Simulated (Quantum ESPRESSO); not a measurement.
Entries from a set of simulations; values are calculated unless marked as measured.

### InNi2SbO6: parallel and opposed starts

The structure is trigonal, space group R3 (No. 146). The conventional cell has a = 5.286 Å, b = 5.286 Å, c = 14.240 Å, α = 90.00°, β = 90.00°, γ = 120.00°. Nearest to In lie 6 O at 2.13 to 2.29 Å. Nearest to Ni lie 6 O at 2.05 to 2.15 Å. Ni has 6 O at 2.08 to 2.16 Å nearest. Nearest to Sb lie 6 O at 2.00 to 2.06 Å. O has 1 Sb at 2.00 Å and 2 Ni at 2.08 to 2.15 Å and 1 In at 2.29 Å nearest. Nearest to O lie 2 Ni at 2.05 to 2.16 Å and 1 Sb at 2.06 Å and 1 In at 2.13 Å. Farther neighbours and most contacts between anions are not listed.

```xyz
10
Lattice="2.6432 1.5260 4.7467 -2.6432 1.5260 4.7467 0.0000 -3.0521 4.7467" Properties=species:S:1:pos:R:3 pbc="T T T"
In    0.0000    0.0000    2.9289
Ni    0.0000    0.0000   14.2168
Ni    0.0000    0.0000    7.0228
Sb    0.0000    0.0000    9.9103
O     1.8571    0.0680    6.0909
O    -0.8696   -1.6423    6.0909
O    -0.9875    1.5742    6.0909
O    -1.5349   -0.0688    8.5442
O     0.7078    1.3637    8.5442
O     0.8271   -1.2949    8.5442
```

```
method                  : LDA with U = 6 eV on Ni d (ortho-atomic projectors); plane waves with GBRV 1.5 LDA potentials, no spin-orbit coupling, projections on orthogonalised atomic orbitals (and 2 further levels or steps)
program                 : Quantum ESPRESSO 7.5
settings of one run     : GBRV 1.5 LDA, cutoff 544.23 eV, 6×6×6 k-mesh, 68 bands, fermi-dirac occupations, smearing width 0.05 eV, collinear spin, SCF threshold 2.00e-8, Hubbard form dudarev, Hubbard projectors ortho-atomic, starting moments 0 2 -2 0 0 0 0 0 0 0 μB
cost                    : 4 runs, 11 min in all on 4 MPI ranks of Arm Neoverse V2, shared host (the runs of this entry)
notes                   : A computed site moment is spin alone and hangs on the region that is counted: the program’s spheres do not touch and miss the tail of the moment. Measured moments hold any orbital part as well, and belong to the order of the sample, which need not be the order of this run.
lowest state found      : antiferromagnetic (from antiferro +-)
largest site moment     : 1.67 μB
next state with moments : ferromagnetic, 25.1 meV a seeded atom higher
```

The largest moment reads 1.67 μB in the sphere and 1.71 μB by Löwdin projection; a site moment hangs on how space is shared out. Only these 2 starts were compared; other wavevectors, canted and longer-period orders were not.

[Logs and program files are shortened in this print: banners, set-up blocks, solver, clock and traceback lines can be left out without a mark of their own.]

[Logs are printed without paths, hosts, clocks, repeated set-up lines and the standing remarks that a program may print on its own settings, such as how far it seeks lower states.]

[Hosts, paths, dates, database ids (printed as entryN), source tags and the programs' standing remarks are cut or masked in the printed files.]

[Where a cell is said to come from a database of computed structures, the database is the Materials Project.]
